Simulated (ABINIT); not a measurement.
## Quasiparticle gap of TiO2 (Rutile) in ABINIT

How does a plane-wave GW calculation on TiO2 (Rutile) run from the first input to the gap?

Calculated with ABINIT 10.8.3; PBE and many-body steps on it, plane waves.

**The experiments to reproduce.**

- Gap 3.05 eV: band gap; bulk crystal (literature experimental value) (quoted in “Hydrogen related defects in titanium dioxide at the interface to palladium”, 2021, arxiv:2112.05953).

- Gap 3.28 eV: optical bandgap after anatase to rutile transformation; spectroscopic ellipsometry; film (polycrystalline sol-gel film on Si(100), annealed at high temperature below 800 °C) (“Photocatalytic Performance of Sol-Gel Prepared TiO2 Thin Films Annealed at Various Temperatures”, 2023, pmc:10419699).

- Gap 3.03 eV: experimental band gap, quoted; bulk crystal (quoted in “Polaron-induced phonon localization and stiffening in rutile TiO2”, 2016, arxiv:1612.05679).

- Gap 3.09 ± 0.06 eV: optical gap from Tauc plot assuming indirect allowed transition; UV/vis diffuse reflectance, Kubelka-Munk and Tauc analysis; film (30 nm ALD shell on quartz particles, grown at 200 C, annealed in air at 500 C; rutile-rich with some anatase) on SiO2 (quartz particles) (“Defect-Mediated Crystallization of the Particulate TiO2 Photocatalyst Grown by Atomic Layer Deposition”, 2024, pmc:11726664).

This is a report of a sequence of runs, with most program output left out.

### Step 1. The starting structure

It takes space group P4_2/mnm (No. 136, tetragonal). The conventional cell has a = 4.592 Å, b = 4.592 Å, c = 2.957 Å, α = 90.00°, β = 90.00°, γ = 90.00°. Nearest to Ti lie 6 O at 1.95 to 1.98 Å. Nearest to O lie 3 Ti at 1.95 to 1.98 Å. Farther neighbours and most contacts between anions are not listed.

The cell and positions come from the Crystallography Open Database and are kept as given unless a step says otherwise.

### Step 2. Ground state

This step: ABINIT 10.8.3; DFT, PBE, plane waves, norm-conserving pseudopotentials.

The ground-state density comes first.

Input file run.abi:

```
acell 3*1.0 Angstrom
rprim 
  4.592200000000 0.000000000000 0.000000000000
  0.000000000000 4.592200000000 0.000000000000
  0.000000000000 0.000000000000 2.957400000000
ntypat 2
znucl 22 8
natom 6
typat 1 1 2 2 2 2
xred 
  0.000000000000 0.000000000000 0.000000000000
  0.500000000000 0.500000000000 0.500000000000
  0.304960000000 0.304960000000 0.000000000000
  0.195040000000 0.804960000000 0.500000000000
  0.695040000000 0.695040000000 0.000000000000
  0.804960000000 0.195040000000 0.500000000000
pp_dirpath "pseudos"
pseudos "Ti.upf, O.upf"
ecut 38
ngkpt 4 4 8
nshiftk 1
shiftk 0 0 0
kptopt 1
chksymbreak 0
nband 31
occopt 1
tolvrs 1e-10
nstep 60
prtwf 0
indata_prefix "in"
outdata_prefix "out"
tmpdata_prefix "tmp"
```

Run with:

```
> OMP_NUM_THREADS=1 mpirun -n 8 abinit run.abi > log
```

Elapsed: 29 s, on 8 MPI ranks of Arm Neoverse V2, shared host; peak memory 0.64 GiB.

This step gave:

- total energy: -5039.8207 eV
- gap: 1.917 eV
- k of the valence top: 0, 0, 0
- k of the conduction bottom: 0, 0, 0
- least direct gap: 1.917 eV
- pressure: 4.265 GPa

The gap is direct, at Γ.

The cutoff was set for levels, not for stress, so the pressure can be off by some GPa.

### Step 3. Bands along the symmetry lines

Levels along a band path, at the cheap level, show where the edges lie and whether the meshes to come will hold them.

Input file run.abi:

```
acell 3*1.0 Angstrom
rprim 
  4.592200000000 0.000000000000 0.000000000000
  0.000000000000 4.592200000000 0.000000000000
  0.000000000000 0.000000000000 2.957400000000
ntypat 2
znucl 22 8
natom 6
typat 1 1 2 2 2 2
xred 
  0.000000000000 0.000000000000 0.000000000000
  0.500000000000 0.500000000000 0.500000000000
  0.304960000000 0.304960000000 0.000000000000
  0.195040000000 0.804960000000 0.500000000000
  0.695040000000 0.695040000000 0.000000000000
  0.804960000000 0.195040000000 0.500000000000
pp_dirpath "pseudos"
pseudos "Ti.upf, O.upf"
ecut 38
iscf -2
irdden 1
kptopt 0
nkpt 75
kpt 
  0.00000000 0.00000000 0.00000000
  0.00000000 0.06250000 0.00000000
  0.00000000 0.12500000 0.00000000
  0.00000000 0.18750000 0.00000000
  0.00000000 0.25000000 0.00000000
  0.00000000 0.31250000 0.00000000
  0.00000000 0.37500000 0.00000000
  0.00000000 0.43750000 0.00000000
  0.00000000 0.50000000 0.00000000
  0.06250000 0.50000000 0.00000000
  0.12500000 0.50000000 0.00000000
  0.18750000 0.50000000 0.00000000
  0.25000000 0.50000000 0.00000000
  0.31250000 0.50000000 0.00000000
  0.37500000 0.50000000 0.00000000
  0.43750000 0.50000000 0.00000000
  0.50000000 0.50000000 0.00000000
  0.43750000 0.43750000 0.00000000
  0.37500000 0.37500000 0.00000000
  0.31250000 0.31250000 0.00000000
  0.25000000 0.25000000 0.00000000
  0.18750000 0.18750000 0.00000000
  0.12500000 0.12500000 0.00000000
  0.06250000 0.06250000 0.00000000
  0.00000000 0.00000000 0.00000000
  0.00000000 0.00000000 0.06250000
  0.00000000 0.00000000 0.12500000
  0.00000000 0.00000000 0.18750000
  0.00000000 0.00000000 0.25000000
  0.00000000 0.00000000 0.31250000
  0.00000000 0.00000000 0.37500000
  0.00000000 0.00000000 0.43750000
  0.00000000 0.00000000 0.50000000
  0.00000000 0.06250000 0.50000000
  0.00000000 0.12500000 0.50000000
  0.00000000 0.18750000 0.50000000
  0.00000000 0.25000000 0.50000000
  0.00000000 0.31250000 0.50000000
  0.00000000 0.37500000 0.50000000
  0.00000000 0.43750000 0.50000000
  0.00000000 0.50000000 0.50000000
  0.06250000 0.50000000 0.50000000
  0.12500000 0.50000000 0.50000000
  0.18750000 0.50000000 0.50000000
  0.25000000 0.50000000 0.50000000
  0.31250000 0.50000000 0.50000000
  0.37500000 0.50000000 0.50000000
  0.43750000 0.50000000 0.50000000
  0.50000000 0.50000000 0.50000000
  0.43750000 0.43750000 0.50000000
  0.37500000 0.37500000 0.50000000
  0.31250000 0.31250000 0.50000000
  0.25000000 0.25000000 0.50000000
  0.18750000 0.18750000 0.50000000
  0.12500000 0.12500000 0.50000000
  0.06250000 0.06250000 0.50000000
  0.00000000 0.00000000 0.50000000
  0.00000000 0.50000000 0.00000000
  0.00000000 0.50000000 0.06250000
  0.00000000 0.50000000 0.12500000
  0.00000000 0.50000000 0.18750000
  0.00000000 0.50000000 0.25000000
  0.00000000 0.50000000 0.31250000
  0.00000000 0.50000000 0.37500000
  0.00000000 0.50000000 0.43750000
  0.00000000 0.50000000 0.50000000
  0.50000000 0.50000000 0.00000000
  0.50000000 0.50000000 0.06250000
  0.50000000 0.50000000 0.12500000
  0.50000000 0.50000000 0.18750000
  0.50000000 0.50000000 0.25000000
  0.50000000 0.50000000 0.31250000
  0.50000000 0.50000000 0.37500000
  0.50000000 0.50000000 0.43750000
  0.50000000 0.50000000 0.50000000
istwfk *1
nband 36
nbdbuf 7
tolwfr 1e-07
nstep 50
prtwf 0
prtvol 0
indata_prefix "in"
outdata_prefix "out"
tmpdata_prefix "tmp"
```

The job ended after 24 s (8 MPI ranks; peak memory 0.69 GiB; 3.2 min of CPU time).

Numbers from this step:

```yaml
gap: 1.917 eV
k_of_the_valence_top: 0, 0, 0
k_of_the_conduction_bottom: 0, 0, 0
least_direct_gap: 1.917 eV
```

The gap is 1.917 eV, as in the run before at this level.

The electronic bands at the labelled points (eV, zero at the top of the highest filled band):

```csv
point,band 21,band 22,band 23,band 24,band 25,band 26,band 27,band 28
Γ,-0.71,-0.45,-0.45,0.00,1.92,2.22,2.45,2.55
halfway,-1.43,-1.07,-0.82,-0.23,2.21,2.54,2.77,2.84
X,-1.64,-1.64,-0.74,-0.74,2.59,2.59,3.06,3.06
halfway,-1.48,-1.48,-1.08,-1.08,2.32,2.32,2.81,2.81
M,-1.31,-1.31,-1.06,-1.06,1.96,1.96,2.57,2.57
halfway,-1.73,-1.15,-1.12,-0.40,1.99,2.56,2.63,3.07
Γ,-0.71,-0.45,-0.45,0.00,1.92,2.22,2.45,2.55
halfway,-1.78,-1.48,-1.48,-0.46,2.27,2.60,2.87,3.18
Z,-2.35,-2.35,-1.42,-1.42,3.01,3.01,3.21,3.21
halfway,-1.78,-1.78,-1.61,-1.61,2.49,2.49,3.23,3.23
R,-2.04,-2.04,-1.03,-1.03,1.95,1.95,3.24,3.24
halfway,-1.52,-1.52,-0.88,-0.88,2.21,2.21,3.25,3.25
A,-1.27,-1.27,-0.68,-0.68,2.63,2.63,3.26,3.26
halfway,-1.83,-1.56,-1.38,-1.18,2.14,2.81,3.23,3.24
Z,-2.35,-2.35,-1.42,-1.42,3.01,3.01,3.21,3.21
jump to X,-1.64,-1.64,-0.74,-0.74,2.59,2.59,3.06,3.06
halfway,-1.97,-1.97,-0.85,-0.85,2.60,2.60,3.23,3.23
R,-2.04,-2.04,-1.03,-1.03,1.95,1.95,3.24,3.24
jump to M,-1.31,-1.31,-1.06,-1.06,1.96,1.96,2.57,2.57
halfway,-1.78,-1.78,-1.36,-1.36,2.73,2.73,2.93,2.93
A,-1.27,-1.27,-0.68,-0.68,2.63,2.63,3.26,3.26
```

### Step 4. Empty states on the mesh, 2×2×4 mesh, 165 bands

The sums over transitions need many empty states on a uniform mesh; this step solves for them.

Input file run.abi:

```
acell 3*1.0 Angstrom
rprim 
  4.592200000000 0.000000000000 0.000000000000
  0.000000000000 4.592200000000 0.000000000000
  0.000000000000 0.000000000000 2.957400000000
ntypat 2
znucl 22 8
natom 6
typat 1 1 2 2 2 2
xred 
  0.000000000000 0.000000000000 0.000000000000
  0.500000000000 0.500000000000 0.500000000000
  0.304960000000 0.304960000000 0.000000000000
  0.195040000000 0.804960000000 0.500000000000
  0.695040000000 0.695040000000 0.000000000000
  0.804960000000 0.195040000000 0.500000000000
pp_dirpath "pseudos"
pseudos "Ti.upf, O.upf"
ecut 38
ngkpt 2 2 4
nshiftk 1
shiftk 0 0 0
kptopt 1
chksymbreak 0
irdden 1
istwfk *1
nband 165
prtvol 0
optdriver 6
gwr_task "HDIAGO"
paral_kgb 0
occopt 1
indata_prefix "in"
outdata_prefix "out"
tmpdata_prefix "tmp"
```

The job ended after 1.9 min (8 MPI ranks; peak memory 9.9 GiB).

This step gave:

```
gap                                                           : 1.917 eV
k of the valence top                                          : 0, 0, 0
k of the conduction bottom                                    : 0, 0, 0
least direct gap                                              : 1.917 eV
k points computed                                             : 9
lowest point of the top converged band, above the valence top : 85.3393 eV
```

On this mesh the gap is 1.917 eV.

### Step 5. Screening, 2×2×4 mesh, 157 bands, screening to 130.6 eV

The RPA dielectric matrix is built and inverted for each q.

This step: RPA screening on PBE, plane waves, norm-conserving pseudopotentials.

run.abi: that of step 4 with these lines changed.

```diff
@@ -24,10 +24,11 @@
 chksymbreak 0
-irdden 1
 istwfk *1
-nband 165
-prtvol 0
-optdriver 6
-gwr_task "HDIAGO"
-paral_kgb 0
 occopt 1
+irdwfk 1
+optdriver 3
+nband 157
+ecuteps 4.8
+inclvkb 2
+awtr 1
+symchi 1
 indata_prefix "in"
```

The job ended after 29 s (8 MPI ranks; peak memory 2.4 GiB).

This step gave:

| Property | Result |
| --- | --- |
| ε∞ with local fields, on this mesh, along the program's q direction | 8.920 |
| the same without local fields | 9.337 |
| plasma frequency | 32.58 eV |
| plane waves in the screening matrix | 201 |

Local fields lower ε∞ by 4 %. On a Γ-centred mesh this coarse the value itself is usually too large, while a short band sum pulls it down.

### Step 6. Self-energy, 2×2×4 mesh, 157 bands, screening to 130.6 eV

The self-energy is evaluated for the states that the input lists, and the levels follow from it, in one-shot runs by the linearised quasiparticle equation.

This step: G0W0 on PBE, plane waves, norm-conserving pseudopotentials.

run.abi: that of step 5 with these lines changed.

```diff
@@ -27,8 +27,31 @@
 irdwfk 1
-optdriver 3
+optdriver 4
 nband 157
+gwcalctyp 0
+ecutsigx 38
+symsigma 1
+nkptgw 9
+kptgw 
+  0.0000000000 0.0000000000 0.0000000000
+  0.5000000000 0.0000000000 0.0000000000
+  0.5000000000 0.5000000000 0.0000000000
+  0.0000000000 0.0000000000 0.2500000000
+  0.5000000000 0.0000000000 0.2500000000
+  0.5000000000 0.5000000000 0.2500000000
+  0.0000000000 0.0000000000 0.5000000000
+  0.5000000000 0.0000000000 0.5000000000
+  0.5000000000 0.5000000000 0.5000000000
+bdgw 
+  13 30
+  13 30
+  13 30
+  13 30
+  13 30
+  13 30
+  13 30
+  13 30
+  13 30
 ecuteps 4.8
-inclvkb 2
-awtr 1
-symchi 1
+irdscr 1
+ppmodel 1
 indata_prefix "in"
```

Elapsed: 70 s, on 8 MPI ranks; peak memory 2.8 GiB; 9.3 min of CPU time.

This step gave:

* G0W0 gap on the mesh: 3.222 eV
* starting gap on the mesh: 1.917 eV
* k of the valence top: 0, 0, 0
* k of the conduction bottom: 0.5, 0, 0.5
* Z at the valence top: 0.766
* Z at the conduction bottom: 0.777
* least direct G0W0 gap on the computed points: 3.288 eV

The gap on the mesh goes from 1.92 eV to 3.22 eV, a correction of +1.31 eV.

Limits: finite bands, cutoff and mesh; coarse k mesh. v1 is the top filled band, c1 the lowest empty one. The levels before and after the correction (eV, zero at the valence-band top of each column):

```csv
,conduction bottom,valence top
Kohn-Sham,1.92,0.00
G0W0,3.22,0.00
```

```csv
,level,energy (eV)
Kohn-Sham,Γ v3-v2,-0.452
Kohn-Sham,Γ v1,0.000
Kohn-Sham,Γ c1,1.917
Kohn-Sham,Γ c2,2.219
Kohn-Sham,Γ c3,2.453
Kohn-Sham,(0.5 0 0.5) v3,-2.038
Kohn-Sham,(0.5 0 0.5) v2-v1,-1.032
Kohn-Sham,(0.5 0 0.5) c1-c2,1.953
Kohn-Sham,(0.5 0 0.5) c3,3.240
G0W0,Γ v3-v2,-0.488
G0W0,Γ v1,0.000
G0W0,Γ c1,3.288
G0W0,Γ c2,3.507
G0W0,Γ c3,3.835
G0W0,(0.5 0 0.5) v3,-2.256
G0W0,(0.5 0 0.5) v2-v1,-1.207
G0W0,(0.5 0 0.5) c1-c2,3.222
G0W0,(0.5 0 0.5) c3,4.820
```

### Step 7. Where the time went

Times are wall times on 8 MPI ranks of Arm Neoverse V2, shared host, good to a factor of about two.

```csv
step,time,share,memory (GiB)
ground state,29 s,11 %,0.64
bands along the symmetry lines,24 s,9 %,0.69
empty states on the mesh,1.9 min,43 %,9.9
screening,29 s,11 %,2.4
self-energy,70 s,26 %,2.8
```

### Step 8. Outcome

```
PBE gap              : 1.92 eV, direct
G0W0 gap on the mesh : 3.22 eV
GW settings          : 2×2×4 mesh, 157 bands, screening to 130.6 eV, Godby-Needs plasmon pole
known limits         : not at the basis limit; coarse k mesh
```

What this shows: G0W0 moves the gap on the mesh from 1.92 eV to 3.22 eV (+1.31 eV), with Z of 0.77 and 0.78 at the edges. Local fields lower the RPA ε∞ on this mesh from 9.34 to 8.92; a Γ-centred mesh this coarse tends to raise both, most where the direct gap is narrow, while a short band sum lowers them. G0W0 makes the gap indirect: the least direct gap computed is 3.29 eV. The dearest step here is «empty states on the mesh». Against experiment, by G0W0@PBE: the gap of 3.22 eV lies +0.17 eV from the measured 3.05 eV (kind not stated, quoted 2021); the gap of 3.22 eV lies −0.06 eV from the measured 3.28 eV (optical, 2023); the gap of 3.22 eV lies +0.19 eV from the measured 3.03 eV (kind not stated, quoted 2016); the gap of 3.22 eV lies +0.13 eV from the measured 3.09 ± 0.06 eV (indirect, on SiO2 (quartz particles), 2024). An exciton line or allowed optical edge lies below the quasiparticle gap by the binding energy; a forbidden edge can push the onset above it. The calculation has static nuclei and no excitons; a measured gap holds zero-point and thermal motion, which mostly lowers it. Bands and cutoff are finite, so the gap is not at the basis limit. The miss can reach some tenths of an eV and take either sign; the mesh is an error of its own. The 2×2×4 mesh is coarse for this cell, which bears on the long-range parts of exchange and screening.

[Paths, hosts, dates, memory and timing lines, banners, echoed tables and standing remarks are left out of the program output.]

[Logs are printed without paths, hosts, clocks, repeated set-up lines and the standing remarks that a program may print on its own settings, such as how far it seeks lower states.]

[Runs of the session that timed out or met a known fault of the program may be left out.]

[Hosts, paths, dates, database ids (printed as entryN), source tags and the programs' standing remarks are cut or masked in the printed files.]

[G0W0 gaps are taken among the corrected bands and points alone; a level outside them can change the order at an edge.]

[Where Ansatz stands beside ABINIT at settings called matched, ABINIT's density can come from a denser mesh and the files from another edition; pairs whose starting gaps differed by over 0.03 eV were left out, so agreement reads better than it is.]
